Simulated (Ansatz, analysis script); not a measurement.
## Energy of a turned moment in LaCrAsO

Wanted: the stiffness of the order of LaCrAsO against turning one moment and its images, from self-consistent constrained states.

Calculated with Ansatz 0.2.0; LDA, PAW set soft_1 (files made for PBE).

## Step 1: The starting structure

It takes space group P4/nmm (No. 129, tetragonal). Conventional cell: a = 4.041 Å, b = 4.041 Å, c = 8.986 Å, α = 90.00°, β = 90.00°, γ = 90.00°. Nearest to La lie 4 O at 2.36 Å. Nearest to Cr lie 4 As at 2.49 Å. Nearest to As lie 4 Cr at 2.49 Å. O has 4 La at 2.36 Å nearest. Farther neighbours and most contacts between anions are not listed.

The cell of this run holds 8 atoms, 2 of them with a starting moment; values «a cell» refer to the cell of the run in question.

## Step 2: Collinear start 1: ferro ++

The order that a run ends on hangs on its start, so several orders are typed and the lowest is carried on.

Contents of input.yaml:

```yaml
crystal:
  lattice:
    - [4.0412, 0.0, 0.0]
    - [0.0, 4.0412, 0.0]
    - [0.0, 0.0, 8.9863]
  atoms:
    - { symbol: La, position: [0.5, 0.0, 0.1365] }
    - { symbol: La, position: [0.0, 0.5, 0.8635] }
    - { symbol: Cr, position: [0.0, 0.0, 0.5], spin: 2.5 }
    - { symbol: Cr, position: [0.5, 0.5, 0.5], spin: 2.5 }
    - { symbol: As, position: [0.5, 0.0, 0.6625] }
    - { symbol: As, position: [0.0, 0.5, 0.3375] }
    - { symbol: O, position: [0.0, 0.0, 0.0] }
    - { symbol: O, position: [0.5, 0.5, 0.0] }
magnetization:
  spin_polarized: true
kpoints:
  mp_grid: { grid: [6, 6, 4] }
hamiltonian:
  xc: lda
  pseudopotentials: { kind: paw, azcp: { folder: soft_1 }, xc_functional: pbe }
scf:
  occupations: { method: fermi_dirac, width: 0.05 }
  max_iter: 120
  convergence: { dr2_threshold: 1.0e-08 }
  lower_state_search: "off"
output:
  write_density: true
  write_potential: true
  elf: true
  volumetric_format: npy
```

On the command line:

```
$ ansatz run input.yaml --threads 4 --pin off --max-ram 8192MiB --backend cpu --events-out ev --progress --plain --runs-dir out
```

Numbers of over 12 decimals in the logs are rounded to 6 here.

The program printed:

```text
Engine: ansatz 0.2.0, aarch64-unknown-linux-gnu
Pseudopotentials: kind: paw
Pseudopotential: La, paw, valence charge 11, recommended cutoff 420 eV (normal), soft_1/La.paw.azcp
Pseudopotential: Cr, paw, valence charge 14, recommended cutoff 420 eV (normal), soft_1/Cr.paw.azcp
Pseudopotential: As, paw, valence charge 15, recommended cutoff 420 eV (normal), soft_1/As.paw.azcp
Pseudopotential: O, paw, valence charge 6, recommended cutoff 420 eV (normal), soft_1/O.paw.azcp
Functional definition: SPW92
  exchange = slater_x
  correlation = pw_c
Crystal: 8 atoms, lattice volume = 146.758 Å³
Basis set: ecut = 420 eV, 2887 PW (Γ)
Bands: 59, of which v1, the nominal top of the filled ones, is band 46 counted from 1 (45 counted from 0)
Symmetry: 16 space group operations
Space group: P4/nmm (ITA 129), of the structure as read, at distance tolerance 5.3e-5 Å
Magnetic group: BNS 129.411 (UNI 1071), of the structure as read, at distance tolerance 5.3e-5 Å
k-points: 30 of 144
Non-local potential: La, projectors of the file, l = 0: 3, l = 1: 2, l = 2: 2, l = 3: 3
Non-local potential: Cr, projectors of the file, l = 0: 3, l = 1: 2, l = 2: 3, l = 3: 1
Non-local potential: As, projectors of the file, l = 0: 2, l = 1: 2, l = 2: 3, l = 3: 1
Non-local potential: O, projectors of the file, l = 0: 2, l = 1: 2, l = 2: 1
PAW form: soft (Blöchl's): semilocal exchange-correlation on the pseudo side does not see the compensation charge
PAW frozen core: La, regenerated for the run's functional, and the local potential with it (the file was generated under x = pbe(κ = 0.804, μ = 0.219515), c = pbe(β = 0.066725))
PAW frozen core: Cr, regenerated for the run's functional, and the local potential with it (the file was generated under x = pbe(κ = 0.804, μ = 0.219515), c = pbe(β = 0.066725))
PAW frozen core: As, regenerated for the run's functional, and the local potential with it (the file was generated under x = pbe(κ = 0.804, μ = 0.219515), c = pbe(β = 0.066725))
PAW frozen core: O, regenerated for the run's functional, and the local potential with it (the file was generated under x = pbe(κ = 0.804, μ = 0.219515), c = pbe(β = 0.066725))
PAW one-centre angular grid: La, 590 points (default); XC on 64 Gauss nodes
PAW one-centre angular grid: Cr, 590 points (default); XC on 64 Gauss nodes
PAW one-centre angular grid: As, 590 points (default); XC on 64 Gauss nodes
PAW one-centre angular grid: O, 110 points (default); XC on 64 Gauss nodes
Initial density: superposition of atomic densities (chi_scale 0.1, normalization cell, long waves 38 % of neutral atoms (reshape's long-wave potential 1.38 eV rms, cloud 2.73 Å wide))
Starting moments: Σ|m| = 5 μB on 2 of 8 sites
Initial wavefunctions: pseudopotential atomic-orbital guess
Functional: x = slater, c = lda
SCF iter   1: F=—  HF=-29470.819864 eV  |F-HF|=—  |Δ(HF+E_count)|=         —  Δρ=7.43e-2 (↑6.90e-2 ↓7.43e-2)  dr2=7.91e1  dr2_m=1.12e0  M=3.806 μB ∫|m|=4.214 μB  β_m=0.30  ethr=3.10e-3  ⟨swp⟩=6.2  Hψ=13800  notcnv=0  defer=2
preconditioner: auto → Kerker (q_TF=auto, 2.524 Å⁻¹)  [metal: Δε(μ)=0.002 eV  Ē_g=8.983 eV  σ=0.050 eV  W_gap=0.01  n_scr=38 (ndim 8)  ℏωp=22.1 eV  f_vac=0.000  D(μ)=9.77/eV (n_scr^D=92)]
spin=Collinear: Kerker preconditioning applied to the charge; magnetization (m = ρ↑ − ρ↓) channel mixes plain (no charge-response kernel on spin).
SCF iter   2: F=—  HF=-29467.523781 eV  |F-HF|=—  |Δ(HF+E_count)|=    3.30e0  Δρ=4.61e-2 (↑4.61e-2 ↓2.06e-2)  dr2=8.81e0  dr2_m=6.66e-1  M=4.035 μB ∫|m|=4.322 μB  β_m=0.30  ethr=3.10e-3  ⟨swp⟩=4.1  Hψ=8186  notcnv=0  defer=219
SCF iter   3: F=—  HF=-29466.880266 eV  |F-HF|=—  |Δ(HF+E_count)|=   6.44e-1  Δρ=1.71e-2 (↑1.65e-2 ↓1.71e-2)  dr2=7.95e0  dr2_m=1.34e-1  M=4.226 μB ∫|m|=4.598 μB  β_m=0.30  ethr=3.10e-3  ⟨swp⟩=3.0  Hψ=5623  notcnv=0  defer=286
SCF iter   4: F=—  HF=-29466.285287 eV  |F-HF|=—  |Δ(HF+E_count)|=   5.95e-1  Δρ=1.21e-2 (↑9.73e-3 ↓1.21e-2)  dr2=5.15e0  dr2_m=5.46e-2  M=4.252 μB ∫|m|=4.656 μB  β_m=1.00  ethr=3.10e-3  ⟨swp⟩=2.5  Hψ=3802  notcnv=0  defer=290
SCF iter   5: F=—  HF=-29465.601303 eV  |F-HF|=—  |Δ(HF+E_count)|=   6.84e-1  Δρ=7.92e-3 (↑7.92e-3 ↓6.90e-3)  dr2=1.11e0  dr2_m=3.51e-3  M=4.252 μB ∫|m|=4.733 μB  β_m=1.00  ethr=3.10e-3  ⟨swp⟩=3.5  Hψ=5953  notcnv=0  defer=308
SCF iter   6: F=—  HF=-29465.516131 eV  |F-HF|=—  |Δ(HF+E_count)|=   8.52e-2  Δρ=4.49e-3 (↑4.49e-3 ↓4.37e-3)  dr2=5.73e-1  dr2_m=1.81e-4  M=4.251 μB ∫|m|=4.737 μB  β_m=1.00  ethr=1.20e-3  ⟨swp⟩=3.1  Hψ=4088  notcnv=0  defer=306
SCF iter   7: F=—  HF=-29465.373425 eV  |F-HF|=—  |Δ(HF+E_count)|=   1.43e-1  Δρ=5.98e-3 (↑5.98e-3 ↓4.21e-3)  dr2=1.50e-1  dr2_m=4.57e-3  M=4.159 μB ∫|m|=4.650 μB  β_m=0.30  ethr=6.23e-4  ⟨swp⟩=5.0  Hψ=6275  notcnv=0  defer=287
SCF iter   8: F=—  HF=-29465.377889 eV  |F-HF|=—  |Δ(HF+E_count)|=   4.46e-3  Δρ=1.72e-3 (↑1.64e-3 ↓1.72e-3)  dr2=5.53e-2  dr2_m=4.23e-5  M=4.208 μB ∫|m|=4.698 μB  β_m=1.00  ethr=1.64e-4  ⟨swp⟩=3.9  Hψ=7209  notcnv=0  defer=278
SCF iter   9: F=—  HF=-29465.373631 eV  |F-HF|=—  |Δ(HF+E_count)|=   4.26e-3  Δρ=1.60e-3 (↑1.43e-3 ↓1.60e-3)  dr2=2.85e-2  dr2_m=1.38e-4  M=4.189 μB ∫|m|=4.677 μB  β_m=0.30  ethr=6.01e-5  ⟨swp⟩=3.6  Hψ=6406  notcnv=0  defer=285
SCF iter  10: F=—  HF=-29465.366213 eV  |F-HF|=—  |Δ(HF+E_count)|=   7.42e-3  Δρ=8.48e-4 (↑4.49e-4 ↓8.48e-4)  dr2=1.30e-3  dr2_m=2.61e-4  M=4.175 μB ∫|m|=4.664 μB  β_m=0.30  ethr=3.10e-5  ⟨swp⟩=3.1  Hψ=6223  notcnv=0  defer=285
[...]
SCF iter  16: F=—  HF=-29465.367305 eV  |F-HF|=—  |Δ(HF+E_count)|=   3.82e-5  Δρ=3.64e-4 (↑3.64e-4 ↓3.42e-4)  dr2=2.03e-6  dr2_m=1.67e-4  M=4.141 μB ∫|m|=4.623 μB  β_m=0.30  ethr=7.68e-9  ⟨swp⟩=2.1  Hψ=5936  notcnv=0  defer=283
Mixer restart at iter 16: flushing history
spin-set hold released at iteration 16 (site moments' squared step at or under half its running peak, from the soft ceiling on): the magnetisation degrees of freedom join the quasi-Newton model from the next iteration; the mixer history was flushed
SCF iter  17: F=—  HF=-29465.367331 eV  |F-HF|=—  |Δ(HF+E_count)|=   2.66e-5  Δρ=3.38e-4 (↑3.38e-4 ↓3.02e-4)  dr2=3.77e-6  dr2_m=1.37e-4  M=4.138 μB ∫|m|=4.619 μB  β_m=0.30  ethr=2.21e-9  ⟨swp⟩=2.3  Hψ=5228  notcnv=0  defer=283
SCF iter  18: F=—  HF=-29465.367395 eV  |F-HF|=—  |Δ(HF+E_count)|=   6.32e-5  Δρ=1.92e-4 (↑1.14e-4 ↓1.92e-4)  dr2=1.41e-5  dr2_m=3.08e-5  M=4.128 μB ∫|m|=4.606 μB  β_m=0.49  ethr=2.21e-9  ⟨swp⟩=2.8  Hψ=6360  notcnv=0  defer=283
SCF iter  19: F=—  HF=-29465.367416 eV  |F-HF|=—  |Δ(HF+E_count)|=   2.15e-5  Δρ=6.66e-5 (↑6.66e-5 ↓3.58e-5)  dr2=3.29e-6  dr2_m=2.93e-6  M=4.115 μB ∫|m|=4.592 μB  β_m=0.69  ethr=2.21e-9  ⟨swp⟩=3.0  Hψ=6505  notcnv=0  defer=283
SCF iter  20: F=—  HF=-29465.367416 eV  |F-HF|=—  |Δ(HF+E_count)|=   2.47e-7  Δρ=1.15e-5 (↑9.43e-6 ↓1.15e-5)  dr2=2.29e-7  dr2_m=8.20e-8  M=4.114 μB ∫|m|=4.590 μB  β_m=0.85  ethr=2.21e-9  ⟨swp⟩=2.1  Hψ=5953  notcnv=0  defer=283
SCF iter  21: F=—  HF=-29465.367416 eV  |F-HF|=—  |Δ(HF+E_count)|=   8.55e-8  Δρ=3.01e-6 (↑3.01e-6 ↓2.51e-6)  dr2=4.31e-8  dr2_m=2.90e-9  M=4.114 μB ∫|m|=4.590 μB  β_m=0.85  ethr=2.49e-10  ⟨swp⟩=2.0  Hψ=5729  notcnv=0  defer=283
SCF iter  22: F=—  HF=-29465.367416 eV  |F-HF|=—  |Δ(HF+E_count)|=   3.98e-9  Δρ=1.71e-6 (↑1.71e-6 ↓1.50e-6)  dr2=3.13e-8  dr2_m=3.05e-10  M=4.114 μB ∫|m|=4.590 μB  β_m=0.78  ethr=4.68e-11  ⟨swp⟩=2.0  Hψ=5392  notcnv=0  defer=283
SCF iter  23: F=—  HF=-29465.367416 eV  |F-HF|=—  |Δ(HF+E_count)|=   4.40e-9  Δρ=1.23e-6 (↑1.23e-6 ↓5.62e-7)  dr2=1.40e-8  dr2_m=2.46e-10  M=4.114 μB ∫|m|=4.590 μB  β_m=0.82  ethr=3.40e-11  ⟨swp⟩=2.1  Hψ=4175  notcnv=0  defer=283
SCF iter  24: F=-29465.367416 eV  HF=-29465.367416 eV  |F-HF|=4.12e-9  |Δ(HF+E_count)|=   1.65e-9  Δρ=6.29e-7 (↑6.29e-7 ↓3.51e-7)  dr2=4.14e-9  dr2_m=7.23e-11  M=4.114 μB ∫|m|=4.590 μB  ethr=1.09e-11  ⟨swp⟩=12.2  Hψ=12322  notcnv=0
SCF 1 converged in 24 iterations: F = -29465.367416 eV  dr2 = 4.14e-9
  greatest PAW one-centre occupation: 1.001 electrons in one spin orbital (limit 2), on the Cr atom at site 3 (counted from 0), in its partial waves of l = 0
SCF converged after 24 iterations
Magnetization: 4.1141 μB (48.0571 up, 43.9429 down)
Absolute magnetization: 4.5906 μB (∫|ρ↑−ρ↓|, with the PAW one-centre terms)
Spin contamination: 0.1208 ħ² per cell (⟨S²⟩ above its minimum at these occupations)
Per-site moments (μB) at R_I (Å): [(-0.00440067, 0.975058), (-0.00440067, 0.975058), (1.916696, 1.028377), (1.916696, 1.028377), (-0.059437, 1.028377), (-0.059437, 1.028377), (-0.000240412, 0.975058), (-0.000240412, 0.975058)]
Free energy (F): -29465.367416 eV
Harris-Foulkes:  -29465.367416 eV  (|F-HF|=4.12e-9)
Internal energy: -29465.332949 eV  (E = F + TS)
E sigma→0 (E₀):  -29465.350183 eV
Entropy (-TS):   -0.034467 eV (-4.308 meV/atom)
Fermi energy:    11.901899 eV
--- Per-component energies (eV) ---
  E_band       = -930.347884
  E_kinetic    = 1510.444157
  E_local      = -9781.305597  (includes V_loc(G=0)·N_el)
  E_nonlocal   = -387.886520
  E_hartree    = 4835.341752
  E_xc         = -795.407460
  E_vxc        = -913.423073  (∫ρ·V_xc dr)
  E_paw        = -16991.021259  (= ΣΔE_a)
  E_vpaw       = -1028.866966  (= ΣTr[D̂ρ^β])
  E_aug_tail   = 0.002934  (compensation charges beyond the density's cutoff)
  E_ewald      = -7861.219160
  E_core_change = 5.718204  (= ΣΔE_core)
  E_smearing   = -0.034467  (= −TS)
  E_closure    = -0.000000  (closes the sum)
  Σ components = -29465.367416   (vs F -29465.367416, Δ=0.00e0)
--- Band table (eV; the first three rows and the last of 60) ---
  k-point 0 ↑: bands = [... 42 lower, 9.7245, 10.9205, 11.1093, 12.0496, 12.0496, 12.0817, 12.3035, 13.0320, ... 9 higher]
  k-point 1 ↑: bands = [... 42 lower, 9.7824, 10.9653, 11.1775, 12.0533, 12.0533, 12.0726, 12.0811, 13.0320, ... 9 higher]
  k-point 2 ↑: bands = [... 42 lower, 9.8349, 11.0130, 11.2914, 11.8158, 12.0576, 12.0576, 12.0803, 13.0320, ... 9 higher]
  k-point 29 ↓: bands = [... 42 lower, 11.1331, 11.1331, 11.5405, 11.5405, 12.8938, 12.8938, 13.4119, 13.4119, ... 9 higher]
```

Elapsed: 18 s, on 4 threads of Arm Neoverse V2, shared host; peak memory 0.77 GiB; 67 s of CPU time.

It ends ferromagnetic, with 1.92 μB on the largest site.

## Step 3: Collinear start 2: antiferro +-

The density is converged from the given moments; the state reached depends on that start.

input.yaml, as its differences from that of step 2:

```diff
@@ -9,3 +9,3 @@
     - { symbol: Cr, position: [0.0, 0.0, 0.5], spin: 2.5 }
-    - { symbol: Cr, position: [0.5, 0.5, 0.5], spin: 2.5 }
+    - { symbol: Cr, position: [0.5, 0.5, 0.5], spin: -2.5 }
     - { symbol: As, position: [0.5, 0.0, 0.6625] }
@@ -26,6 +26 @@
   lower_state_search: "off"
-output:
-  write_density: true
-  write_potential: true
-  elf: true
-  volumetric_format: npy
```

The program printed:

```text
[...]
Crystal: 8 atoms, lattice volume = 146.758 Å³
Basis set: ecut = 420 eV, 2887 PW (Γ)
Bands: 59, of which v1, the nominal top of the filled ones, is band 46 counted from 1 (45 counted from 0)
Symmetry: 8 space group operations
[...]
k-points: 30 of 144 (time reversal used)
[...]
Starting moments: Σ|m| = 5 μB on 2 of 8 sites
[...]
Per-site moments (μB) at R_I (Å): [(8.810261349971612e-9, 0.975058), (8.81026125692438e-9, 0.975058), (2.198773, 1.028377), (-2.198780, 1.028377), (-4.25478969045081e-8, 1.028377), (-4.254789642596297e-8, 1.028377), (-0.00808943, 0.975058), (0.00808932, 0.975058)]
Free energy (F): -29465.571999 eV
[...]
Internal energy: -29465.538722 eV  (E = F + TS)
E sigma→0 (E₀):  -29465.555360 eV
Entropy (-TS):   -0.033277 eV (-4.160 meV/atom)
Fermi energy:    11.708663 eV
[...]
[key lines of the parts left out:]
SCF converged after 20 iterations
Magnetization: -0.0000 μB (46.0000 up, 46.0000 down)
```

It took 21 s on 4 threads; peak memory 0.71 GiB; 77 s of CPU time.

It ends antiferromagnetic, with 2.20 μB on the largest site.

## Step 4: Which start is lowest

```csv
typed order,atoms,final state,energy (meV/atom),largest moment (μB)
ferro ++,8,ferromagnetic,25.57,1.92
antiferro +-,8,antiferromagnetic,0.00,2.20
```

The session goes on from the lowest state with moments found, typed antiferro +-.

Spin moment in the atom's sphere by atom:

| atom | spin moment in the atom's sphere (μB) |
| --- | --- |
| La1 | 0.00 |
| La2 | 0.00 |
| Cr3 | 2.20 |
| Cr4 | -2.20 |
| As5 | 0.00 |
| As6 | 0.00 |
| O7 | -0.01 |
| O8 | 0.01 |

Tables count atoms from 1; parts of the log count from 0.

## Step 5: Mesh refined

Levels at the Fermi energy are partly filled, so moments and energy differences can hang on the k-mesh, and the state is solved again on a denser one.

input.yaml, the sections that differ from step 3:

```yaml
crystal:
  lattice:
    - [4.0412, 0.0, 0.0]
    - [0.0, 4.0412, 0.0]
    - [0.0, 0.0, 8.9863]
  atoms:
    - { symbol: La, position: [0.5, 0.0, 0.1365] }
    - { symbol: La, position: [0.0, 0.5, 0.8635] }
    - { symbol: Cr, position: [0.0, 0.0, 0.5], spin: 2.2 }
    - { symbol: Cr, position: [0.5, 0.5, 0.5], spin: -2.2 }
    - { symbol: As, position: [0.5, 0.0, 0.6625] }
    - { symbol: As, position: [0.0, 0.5, 0.3375] }
    - { symbol: O, position: [0.0, 0.0, 0.0] }
    - { symbol: O, position: [0.5, 0.5, 0.0] }
kpoints:
  mp_grid: { grid: [10, 10, 5] }
basis:
  ecutwfc: 420.0
checkpoint:
  read: start
  write: ck
  compress: false
  write_wavefunctions: false
  write_every: 100000
# magnetization, hamiltonian, scf: as in step 3
```

The program printed:

```text
[...]
Free energy (F): -29465.568529 eV
[...]
Internal energy: -29465.531212 eV  (E = F + TS)
E sigma→0 (E₀):  -29465.549871 eV
Entropy (-TS):   -0.037316 eV (-4.665 meV/atom)
Fermi energy:    11.720125 eV
[...]
[key lines of the parts left out:]
SCF converged after 10 iterations
Magnetization: -0.0000 μB (46.0000 up, 46.0000 down)
```

Wall time 28 s (4 threads); peak memory 1 GiB.

Spin moment in the atom's sphere by atom:

```
atom  spin moment in the atom's sphere (μB)
 La1                                   0.00
 La2                                   0.00
 Cr3                                   2.18
 Cr4                                  -2.18
 As5                                   0.00
 As6                                   0.00
  O7                                  -0.01
  O8                                   0.01
```

The run ends antiferromagnetic, with a net moment of 0 μB a cell.

(Part 1 of 2 ends here.)

[Logs and program files are shortened in this print: banners, set-up blocks, solver, clock and traceback lines can be left out without a mark of their own.]

[Logs are printed without paths, hosts, clocks, repeated set-up lines and the standing remarks that a program may print on its own settings, such as how far it seeks lower states.]

[Hosts, paths, dates, database ids (printed as entryN), source tags and the programs' standing remarks are cut or masked in the printed files.]
